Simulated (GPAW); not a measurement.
# YTe (Fm-3m): the Y L₃ absorption edge, part 2 of 3

What does one-electron theory with a core hole give for the Y L₃ edge of YTe (Fm-3m)?

GPAW 26.7.0; X-ray absorption from dipole matrix elements to empty bands, plane-wave PAW LDA.

So far. Step 2 (Ground state of the crystal): The mesh shows no gap, so the system is treated as a metal and the core electron is put at the Fermi level (neutral cell). Step 3 (Spectrum without a core hole, Y atom 2): Main maxima below 30 eV (height): 2.0 eV (3.24), 6.4 eV (1.16), 10.2 eV (0.73), 13.4 eV (0.80) and 23.6 eV (0.80). At an L edge the dipole rule selects empty d (and weakly s) states on the absorber, and the strong line at the onset measures the empty part of its d band.

The database entry behind the starting cell differs from later determinations by our own check (0.1 to 0.3 % short, probably kX units), so it need not match the best structure at ambient conditions.

**5. Spectrum with XCH, Y atom 2**

The holes are 6.1 Å apart. In GPAW the data set carries the hole's charge, so charge=0 means a charged cell and charge=-1 a neutral one. The excited electron is kept in the cell, where it fills the lowest empty states and screens the hole. After the field has converged, empty bands are computed with the density fixed and the dipole matrix elements are summed.

Contents of xas.py:

```python
import numpy as np
from ase import Atoms
from ase.parallel import parprint, paropen
from gpaw import GPAW, PW, FermiDirac, Mixer, MixerDif, setup_paths
from gpaw.test import gen
setup_paths.insert(0, '.')
gen('Y', name='fch2p', xcname='LDA', corehole=(2, 1, 1), write_xml=True)
from gpaw.mpi import world
world.barrier()

atoms = Atoms('Te4Y4',
    cell=[[0, -6.08, 0],
     [-6.08, 0, 0],
     [0, 0, -6.08]],
    scaled_positions=[[0, 0, 0],
     [0.5, 0, 0.5],
     [0, 0.5, 0.5],
     [0.5, 0.5, 0],
     [0.5, 0.5, 0.5],
     [0, 0.5, 0],
     [0.5, 0, 0],
     [0, 0, 0.5]],
    pbc=True)
atoms.calc = calc = GPAW(legacy_gpaw=True, mode=PW(430, force_complex_dtype=True), xc='LDA', setups={4: 'fch2p'},
    kpts={'size': (4, 4, 4), 'gamma': True}, occupations=FermiDirac(0.1),
    charge=-1, mixer=Mixer(0.1, 5, 50), maxiter=150,
    convergence={'density': 0.0001, 'eigenstates': 1e-6}, txt='scf.txt')
energy = atoms.get_potential_energy() + calc.get_reference_energy()
ef = calc.get_fermi_level()
out = dict(energy=energy, fermi=ef, forces=atoms.get_forces().tolist())
parprint(f'all-electron energy {energy:.4f} eV, Fermi level {ef:.4f} eV')
ev = np.array([[calc.get_eigenvalues(k, s) for k in range(len(calc.get_ibz_k_points()))] for s in range(calc.get_number_of_spins())])
out['homo'], out['lumo'], out['counts'] = ev[ev < ef].max(), ev[ev > ef].min(), sorted(set((ev < ef).sum((0, 2)).tolist()))
out['filled'] = (ev[:, 0] < ef).sum(1).tolist()

from ase.units import Ha
from gpaw.xas import dipole_matrix_elements
nb = int(calc.get_number_of_electrons() / 2) + 156
top, nb = nb, nb + 8 + nb // 12
nscf = calc.fixed_density(kpts={'size': (4, 4, 4), 'gamma': True}, nbands=nb,
    convergence={'bands': top, 'eigenstates': 5e-3}, maxiter=60, txt='nscf.txt')
cell = atoms.cell.array
ops = [cell.T @ U.T @ np.linalg.inv(cell.T) for U in nscf.wfs.kd.symmetry.op_scc]
E = np.arange(-6, 34, 0.1)
fwhm = np.interp(E, [4, 25], [1.5, 3.5])
Y, X, zero, highest = 0, 0, 1e9, 1e9
for spin in range(nscf.get_number_of_spins()):
    wfs = nscf.wfs
    mine = wfs.bd.get_slice()  # this rank's bands
    A = dipole_matrix_elements(wfs.setups[4])
    eps = np.zeros((wfs.kd.nibzkpts, nb))
    d = np.zeros((3, A.shape[1], wfs.kd.nibzkpts, nb), complex)
    for kpt in wfs.kpt_u:
        if kpt.s == spin and 4 in kpt.P_ani:
            eps[kpt.k, mine] = kpt.eps_n * Ha
            d[:, :, kpt.k, mine] = (kpt.weight * wfs.nspins / 2) ** 0.5 * np.inner(A, kpt.P_ani[4])
    world.sum(eps)
    world.sum(d)
    T = np.einsum('amkn,bmkn->abkn', d, d.conj()).real
    T = sum(np.einsum('ai,ijkn,bj->abkn', R, T, R) for R in ops) / len(ops)
    empty = eps > ef
    zero, highest = min(zero, eps[empty].min()), min(highest, eps[:, top - 1].min())
    lines = [(eps, T, empty)] if spin == 0 else lines + [(eps, T, empty)]
for eps, T, empty in lines:
    f = np.einsum('aakn->akn', T).reshape(3, -1)
    x = eps.ravel() - zero
    w = np.interp(x, E, fwhm) / 2.35482
    g = np.exp(-0.5 * ((E[:, None] - x) / w) ** 2) / (w * (2 * np.pi) ** 0.5)
    Y = Y + (f * empty.ravel()) @ g.T
    X = X + (f * ~empty.ravel()) @ g.T
out.update(E=E.round(2).tolist(), xas=Y.tolist(), xes=X.tolist(), zero=zero, valid=highest - zero, nk=len(eps), nb=nb)
for i in range(0, len(E), 10):
    parprint(f'{E[i]:7.2f}', *(f'{v:10.3e}' for v in Y[:, i]))
import json
with paropen('out.json', 'w') as f:
    json.dump(out, f)
```

Command:

```
$ OMP_NUM_THREADS=1 mpirun -n 4 gpaw python xas.py
```

Numbers of over 12 decimals in the logs are rounded to 6 here.

The program printed:

```text
Input parameters:
  charge: -1
  convergence: {density: 0.0001,
                eigenstates: 1e-06}
  kpts: {gamma: True,
         size: (4, 4, 4)}
  maxiter: 150
  mixer: {backend: pulay,
          beta: 0.1,
          method: separate,
          nmaxold: 5,
          weight: 50}
  mode: {ecut: 430.0,
         force_complex_dtype: True,
         name: pw}
  occupations: {fixmagmom: False,
                name: fermi-dirac,
                width: 0.1}
  setups: {4: fch2p}

Initialize ...

[... PAW data sets ...]

Reference energy: -1104396.242099  # eV

Spin-paired calculation

[... convergence settings ...]
Symmetries present (total): 48
  [... symmetry matrices ...]

64 k-points: 4 x 4 x 4 Monkhorst-Pack grid + [1/8,1/8,1/8]
10 k-points in the irreducible part of the Brillouin zone
       k-points in crystal coordinates                weights
   0:     0.00000000    0.00000000    0.00000000          1/64
   1:     0.25000000    0.00000000    0.00000000          6/64
   2:     0.25000000    0.25000000    0.00000000         12/64
   3:     0.25000000    0.25000000    0.25000000          8/64
   4:     0.50000000    0.00000000    0.00000000          3/64
   5:     0.50000000    0.25000000    0.00000000         12/64
   6:     0.50000000    0.25000000    0.25000000         12/64
   7:     0.50000000    0.50000000    0.00000000          3/64
   8:     0.50000000    0.50000000    0.25000000          6/64
   9:     0.50000000    0.50000000    0.50000000          1/64

Wave functions: Plane wave expansion
  Cutoff energy: 430.000 eV
  Number of coefficients (min, max): 4515, 4632
  Pulay-stress correction: 0.000000 eV/Ang^3 (de/decut=0.000000)
  Using FFTW library
  Wavefunction extrapolation:
    Improved wavefunction reuse through dual PAW basis

Occupation numbers: Fermi-Dirac:
  width: 0.1000  # eV

Eigensolver
   Davidson(niter=2)

Densities:
  Coarse grid: 30*30*30 grid
  Fine grid: 60*60*60 grid
  Total Charge: 0.000000

Density mixing:
  Method: separate
  Backend: pulay
  Linear mixing parameter: 0.1
  old densities: 5
  Width of damping distribution: 1.1
  Damping of long wavelength oscillations: 50

[... Hamiltonian set-up ...]
Number of atoms: 8
Number of atomic orbitals: 68
Number of bands in calculation: 46
Number of valence electrons: 69
Bands to converge: occupied

... initialized

Initializing position-dependent things.

Density initialized from atomic densities
Creating initial wave functions:
  46 bands from LCAO basis set

         Y      Te
       Te     Y

         Te     Y
       Y      Te

Atomic positions and initial magnetic moments

Positions:
   0 Te     0.000000    0.000000    0.000000    ( 0.0000,  0.0000,  0.0000)
   1 Te     0.000000   -3.040000   -3.040000    ( 0.0000,  0.0000,  0.0000)
   2 Te    -3.040000    0.000000   -3.040000    ( 0.0000,  0.0000,  0.0000)
   3 Te    -3.040000   -3.040000    0.000000    ( 0.0000,  0.0000,  0.0000)
   4 Y     -3.040000   -3.040000   -3.040000    ( 0.0000,  0.0000,  0.0000)
   5 Y     -3.040000    0.000000    0.000000    ( 0.0000,  0.0000,  0.0000)
   6 Y      0.000000   -3.040000    0.000000    ( 0.0000,  0.0000,  0.0000)
   7 Y      0.000000    0.000000   -3.040000    ( 0.0000,  0.0000,  0.0000)

Unit cell:
           periodic     x           y           z      points  spacing
  1. axis:    yes    0.000000   -6.080000    0.000000    30     0.2027
  2. axis:    yes   -6.080000    0.000000    0.000000    30     0.2027
  3. axis:    yes    0.000000    0.000000   -6.080000    30     0.2027

  Lengths:   6.080000   6.080000   6.080000
  Angles:   90.000000  90.000000  90.000000

Effective grid spacing dv^(1/3) = 0.2027

iter:   1   -65.885549
iter:   2   -57.515782   -0.55  -0.97
iter:   3   -57.403590   -1.33  -1.35
iter:   4   -57.279364   -2.21  -1.51
iter:   5   -57.353325   -1.35  -1.53
iter:   6   -57.352247   -2.48  -1.83
iter:   7   -57.207179   -2.27  -1.81
iter:   8   -57.195149   -3.23  -2.39
iter:   9   -57.199399c  -3.48  -2.60
iter:  10   -57.195212c  -3.57  -2.67
iter:  11   -57.195046c  -4.11  -3.35
iter:  12   -57.195244c  -4.26  -3.53
iter:  13   -57.195312c  -4.38  -3.57
iter:  14   -57.195355c  -4.46  -3.81
iter:  15   -57.195407c  -4.63  -4.03c
iter:  16   -57.195428c  -4.66  -3.96
iter:  17   -57.195465c  -4.90  -4.04c
iter:  18   -57.195479c  -4.99  -4.29c
iter:  19   -57.195477c  -5.07  -4.44c
iter:  20   -57.195505c  -5.19  -4.73c
iter:  21   -57.195512c  -5.28  -4.92c
iter:  22   -57.195521c  -5.23  -4.93c
[...]
iter:  26   -57.195546c  -5.78  -5.27c
iter:  27   -57.195544c  -5.89  -5.11c
iter:  28   -57.195543c  -6.00  -5.35c
iter:  29   -57.195545c  -6.02c -5.39c

Converged after 29 iterations.

Dipole moment: (-0.000000, -0.000000, -0.000000) |e|*Ang

Energy contributions relative to reference atoms: (reference = -1104396.242099)

Kinetic:        +52.230242
Potential:      -48.376401
External:        +0.000000
XC:             -60.765076
Entropy (-ST):   -0.174333
Local:           -0.197143
SIC:             +0.000000
--------------------------
Free energy:    -57.282711
Extrapolated:   -57.195545

Showing only first 2 kpts
 Kpt  Band  Eigenvalues  Occupancy
  0    32      6.49665    2.00000
  0    33      6.49665    2.00000
  0    34      6.49665    2.00000
  0    35      8.03606    1.97919

  1    32      6.66012    2.00000
  1    33      7.50396    1.99990
  1    34      7.50396    1.99990
[...]
Fermi level: 8.49155

No gap
No difference between direct/indirect transitions

Forces in eV/Ang:
  0 Te    0.00000    0.00000    0.00000
  1 Te    0.00000    0.00000    0.00000
  2 Te    0.00000    0.00000    0.00000
  3 Te    0.00000    0.00000    0.00000
  4 Y    -0.00000   -0.00000    0.00000
  5 Y    -0.00000   -0.00000    0.00000
  6 Y     0.00000   -0.00000    0.00000
  7 Y     0.00000    0.00000    0.00000
Scalar-relativistic atomic LDA calculation for Y (Yttrium, Z=39)
Core hole in 2p state (2p occupation: 5.0)
750 radial gridpoints.
|------------------------------------------------|
|------------------------------------------------|
[... the atom generator's iteration count ...]

Energy contributions:
-------------------------
Kinetic:    +3390.169410
XC:          -101.586326
Potential:  -6591.707672
-------------------------
Total:      -3303.124588

state      eigenvalue         ekin         rmax
-----------------------------------------------
1s^2.0 :  -624.020649   785.933785        0.025
2s^2.0 :   -88.104979   159.718374        0.140
2p^5.0 :   -79.278025   154.656858        0.112
3s^2.0 :   -14.821145    41.563665        0.416
3p^6.0 :   -11.851076    38.628153        0.408
3d^10.0:    -6.902769    34.281661        0.347
4s^2.0 :    -2.317952     8.978980        1.088
4p^6.0 :    -1.537864     7.230238        1.182
4d^1.0 :    -0.465087     3.600285        1.531
5s^2.0 :    -0.408502     1.464135        2.930
5p^0.0 :    -0.262947     1.007025        3.543
-----------------------------------------------
(units: Bohr and Hartree)

Generating PAW setup
Kinetic energy of the core from tauc = 3378.447297
Cutoffs:
rc(s)=2.510
rc(p)=2.490
rc(d)=2.430
rc(vbar)=2.450
rc(comp)=2.410
rc(nct)=2.510

Kinetic energy of the core states: 3322.301470
Charge: 1.0
Core electrons: 27.0
Valence electrons: 11.0
Pseudo-core charge: 0.001449
Shape function alpha=1.722
Pseudo-electron charge 6.524097
state    eigenvalue         norm
--------------------------------
4s(2) :    -2.317952     0.579399
5s(2) :    -0.408502     0.963008
4p(6) :    -1.537864     0.451215
5p(0) :    -0.262947     0.957472
4d(1) :    -0.465087     0.730544
*d    :     0.534913
--------------------------------

Diagonalizing with gridspacing h=0.050

state   all-electron     PAW
-------------------------------
4s:      -2.317952    -2.318410
4p:      -1.537864    -1.538528
4d:      -0.465087    -0.465594
*f:                   -0.036509
-------------------------------
all-electron energy -1104453.4376 eV, Fermi level 8.4915 eV
[...]
31.00  1.088e-05  1.088e-05  1.088e-05
  32.00  1.140e-05  1.140e-05  1.140e-05
  33.00  1.151e-05  1.151e-05  1.151e-05
```

The job ended after 52 s (4 MPI ranks of Intel Xeon Platinum 8375C at 2.90GHz (Ice Lake), shared host; peak memory 0.31 GiB; 3.5 min of CPU time).

The Y L₃ spectrum, Y atom 2, excited-electron core hole (neutral cell) (energy from the lowest empty level; intensity scaled to a mean of 1 over the first 20 eV):

| E (eV) | intensity |
| --- | --- |
| -2.00 | 0.00 |
| -1.25 | 0.14 |
| -0.50 | 1.32 |
| 0.25 | 3.56 |
| 1.00 | 3.88 |
| 1.75 | 3.07 |
| 2.50 | 1.93 |
| 3.25 | 1.03 |
| 4.00 | 0.67 |
| 4.75 | 0.58 |
| 5.50 | 0.77 |
| 6.25 | 0.91 |
| 7.00 | 0.84 |
| 7.75 | 0.68 |
| 8.50 | 0.61 |
| 9.25 | 0.62 |
| 10.00 | 0.64 |
| 10.75 | 0.64 |
| 11.50 | 0.62 |
| 12.25 | 0.68 |
| 13.00 | 0.74 |
| 13.75 | 0.72 |
| 14.50 | 0.63 |
| 15.25 | 0.58 |
| 16.00 | 0.57 |
| 16.75 | 0.56 |
| 17.50 | 0.52 |
| 18.25 | 0.48 |
| 19.00 | 0.47 |
| 19.75 | 0.52 |
| 20.50 | 0.59 |
| 21.25 | 0.68 |
| 22.00 | 0.75 |
| 22.75 | 0.80 |
| 23.50 | 0.79 |
| 24.25 | 0.73 |
| 25.00 | 0.64 |
| 25.75 | 0.55 |
| 26.50 | 0.49 |
| 27.25 | 0.47 |
| 28.00 | 0.46 |
| 28.75 | 0.47 |
| 29.50 | 0.49 |
| 30.25 | 0.52 |
| 31.00 | 0.55 |
| 31.75 | 0.57 |

Main maxima below 30 eV (height): 0.6 eV (4.02), 6.4 eV (0.91), 13.2 eV (0.75) and 23.0 eV (0.80). 

**6. Cell without a hole, the energy reference**

The cell and mesh change for the next run, so it gets a reference energy of its own.

Contents of scf.py:

```python
import numpy as np
from ase import Atoms
from ase.parallel import parprint, paropen
from gpaw import GPAW, PW, FermiDirac, Mixer, MixerDif, setup_paths
from gpaw.test import gen
setup_paths.insert(0, '.')
gen('Y', name='nch2p', xcname='LDA', corehole=(2, 1, 0), write_xml=True)
from gpaw.mpi import world
world.barrier()

atoms = Atoms('TeY',
    cell=[[0, 3.04, 3.04],
     [3.04, 0, 3.04],
     [3.04, 3.04, 0]],
    scaled_positions=[[0, 0, 0],
     [0.5, 0.5, 0.5]],
    pbc=True)
atoms.calc = calc = GPAW(legacy_gpaw=True, mode=PW(430, force_complex_dtype=True), xc='LDA', setups={1: 'nch2p'},
    kpts={'size': (7, 7, 7), 'gamma': True}, occupations=FermiDirac(0.1),
    charge=0, mixer=Mixer(0.1, 5, 50), maxiter=150,
    convergence={'density': 0.0001, 'eigenstates': 1e-6}, txt='scf.txt')
energy = atoms.get_potential_energy() + calc.get_reference_energy()
ef = calc.get_fermi_level()
out = dict(energy=energy, fermi=ef, forces=atoms.get_forces().tolist())
parprint(f'all-electron energy {energy:.4f} eV, Fermi level {ef:.4f} eV')
ev = np.array([[calc.get_eigenvalues(k, s) for k in range(len(calc.get_ibz_k_points()))] for s in range(calc.get_number_of_spins())])
out['homo'], out['lumo'], out['counts'] = ev[ev < ef].max(), ev[ev > ef].min(), sorted(set((ev < ef).sum((0, 2)).tolist()))
out['filled'] = (ev[:, 0] < ef).sum(1).tolist()
import json
with paropen('out.json', 'w') as f:
    json.dump(out, f)
```

Command:

```
$ OMP_NUM_THREADS=1 mpirun -n 4 gpaw python scf.py
```

The program printed:

```text
Input parameters:
  convergence: {density: 0.0001,
                eigenstates: 1e-06}
  kpts: {gamma: True,
         size: (7, 7, 7)}
  maxiter: 150
  mixer: {backend: pulay,
          beta: 0.1,
          method: separate,
          nmaxold: 5,
          weight: 50}
  mode: {ecut: 430.0,
         force_complex_dtype: True,
         name: pw}
  occupations: {fixmagmom: False,
                name: fermi-dirac,
[...]
5s(2) :    -0.155371     0.971849
4p(6) :    -1.027192     0.548140
5p(0) :    -0.054980     0.976393
4d(1) :    -0.097195     0.865310
*d    :     0.902805
--------------------------------

Diagonalizing with gridspacing h=0.050

state   all-electron     PAW
-------------------------------
4s:      -1.763072    -1.763529
4p:      -1.027192    -1.027856
4d:      -0.097195    -0.097523
*f:                    0.059866
-------------------------------
all-electron energy -276637.3217 eV, Fermi level 8.6354 eV
[key lines of the parts left out:]
Converged after 12 iterations.
Dipole moment: (0.000000, 0.000000, 0.000000) |e|*Ang
Free energy:    -11.958120
Fermi level: 8.63538
```

Elapsed: 5 s, on 4 MPI ranks; peak memory 0.17 GiB; 19 s of CPU time.

**7. Spectrum with XCH, Y atom 2**

A smaller cell brings the holes closer; here they are 4.3 Å apart.

Changed against the first core-hole run: supercell atoms from 8 to 2; the field's mesh follows (4×4×4 to 7×7×7).

Changes to xas.py since step 5:

```diff
@@ -10,17 +10,11 @@
 
-atoms = Atoms('Te4Y4',
-    cell=[[0, -6.08, 0],
-     [-6.08, 0, 0],
-     [0, 0, -6.08]],
+atoms = Atoms('TeY',
+    cell=[[0, 3.04, 3.04],
+     [3.04, 0, 3.04],
+     [3.04, 3.04, 0]],
     scaled_positions=[[0, 0, 0],
-     [0.5, 0, 0.5],
-     [0, 0.5, 0.5],
-     [0.5, 0.5, 0],
-     [0.5, 0.5, 0.5],
-     [0, 0.5, 0],
-     [0.5, 0, 0],
-     [0, 0, 0.5]],
+     [0.5, 0.5, 0.5]],
     pbc=True)
-atoms.calc = calc = GPAW(legacy_gpaw=True, mode=PW(430, force_complex_dtype=True), xc='LDA', setups={4: 'fch2p'},
-    kpts={'size': (4, 4, 4), 'gamma': True}, occupations=FermiDirac(0.1),
+atoms.calc = calc = GPAW(legacy_gpaw=True, mode=PW(430, force_complex_dtype=True), xc='LDA', setups={1: 'fch2p'},
+    kpts={'size': (7, 7, 7), 'gamma': True}, occupations=FermiDirac(0.1),
     charge=-1, mixer=Mixer(0.1, 5, 50), maxiter=150,
@@ -37,6 +31,7 @@
 from gpaw.xas import dipole_matrix_elements
-nb = int(calc.get_number_of_electrons() / 2) + 156
-top, nb = nb, nb + 8 + nb // 12
-nscf = calc.fixed_density(kpts={'size': (4, 4, 4), 'gamma': True}, nbands=nb,
-    convergence={'bands': top, 'eigenstates': 5e-3}, maxiter=60, txt='nscf.txt')
+nb = int(calc.get_number_of_electrons() / 2) + 42
+top = nb
+nscf = calc.fixed_density(kpts={'size': (7, 7, 7), 'gamma': True},
+    convergence={'eigenstates': 1.0}, txt='nscf.txt')
+nscf.diagonalize_full_hamiltonian(nbands=nb)
 cell = atoms.cell.array
@@ -49,3 +44,3 @@
     mine = wfs.bd.get_slice()  # this rank's bands
-    A = dipole_matrix_elements(wfs.setups[4])
+    A = dipole_matrix_elements(wfs.setups[1])
     eps = np.zeros((wfs.kd.nibzkpts, nb))
@@ -53,5 +48,5 @@
     for kpt in wfs.kpt_u:
-        if kpt.s == spin and 4 in kpt.P_ani:
+        if kpt.s == spin and 1 in kpt.P_ani:
             eps[kpt.k, mine] = kpt.eps_n * Ha
-            d[:, :, kpt.k, mine] = (kpt.weight * wfs.nspins / 2) ** 0.5 * np.inner(A, kpt.P_ani[4])
+            d[:, :, kpt.k, mine] = (kpt.weight * wfs.nspins / 2) ** 0.5 * np.inner(A, kpt.P_ani[1])
     world.sum(eps)
```

Command:

```
$ OMP_NUM_THREADS=1 mpirun -n 4 gpaw python xas.py
```

The program printed:

```text
Input parameters:
  charge: -1
  convergence: {density: 0.0001,
                eigenstates: 1e-06}
  kpts: {gamma: True,
         size: (7, 7, 7)}
  maxiter: 150
  mixer: {backend: pulay,
          beta: 0.1,
          method: separate,
          nmaxold: 5,
          weight: 50}
  mode: {ecut: 430.0,
         force_complex_dtype: True,
         name: pw}
  occupations: {fixmagmom: False,
[...]
*d    :     0.534913
--------------------------------

Diagonalizing with gridspacing h=0.050

state   all-electron     PAW
-------------------------------
4s:      -2.317952    -2.318410
4p:      -1.537864    -1.538528
4d:      -0.465087    -0.465594
*f:                   -0.036509
-------------------------------
all-electron energy -274541.3588 eV, Fermi level 8.0958 eV
[...]
32.00  1.122e-05  1.122e-05  1.122e-05
  33.00  1.145e-05  1.145e-05  1.145e-05
[key lines of the parts left out:]
Converged after 13 iterations.
Dipole moment: (0.000000, 0.000000, 0.000000) |e|*Ang
Free energy:    -21.307517
Fermi level: 8.09582
```

Wall time 19 s (4 MPI ranks); peak memory 0.35 GiB.

These settings depart from the first run's and aren't meant as converged.

The scaled spectrum changes by 11 % r.m.s. The highest intensity below 24 eV goes from 0.6 eV (4.02) to 0.8 eV (4.61).

| E (eV) | first run | this run |
| --- | --- | --- |
| -2.0 | 0.00 | 0.00 |
| -0.5 | 1.32 | 1.03 |
| 1.0 | 3.88 | 4.59 |
| 2.5 | 1.93 | 1.59 |
| 4.0 | 0.67 | 0.67 |
| 5.5 | 0.77 | 0.76 |
| 7.0 | 0.84 | 0.91 |
| 8.5 | 0.61 | 0.56 |
| 10.0 | 0.64 | 0.65 |
| 11.5 | 0.62 | 0.59 |
| 13.0 | 0.74 | 0.71 |
| 14.5 | 0.63 | 0.61 |
| 16.0 | 0.57 | 0.55 |
| 17.5 | 0.52 | 0.50 |
| 19.0 | 0.47 | 0.48 |
| 20.5 | 0.59 | 0.61 |
| 22.0 | 0.75 | 0.77 |
| 23.5 | 0.79 | 0.77 |
| 25.0 | 0.64 | 0.62 |
| 26.5 | 0.49 | 0.46 |
| 28.0 | 0.46 | 0.44 |
| 29.5 | 0.49 | 0.49 |
| 31.0 | 0.55 | 0.53 |

(Continued in part 3 of 3.)

[Banner, clock and machine lines of the logs are left out without a mark of their own.]

[Logs are printed without paths, hosts, clocks, repeated set-up lines and the standing remarks that a program may print on its own settings, such as how far it seeks lower states.]

[Hosts, paths, dates, database ids (printed as entryN), source tags and the programs' standing remarks are cut or masked in the printed files.]

[Lists of maxima count a maximum above −3 eV only where it reaches 4 % of the highest in the window and stands out from its surroundings by 2 % of it (1.5 % where it reaches 55 %); shoulders and weaker maxima are passed over, and of the rest the first, up to two pre-edge ones and the few strongest are named.]
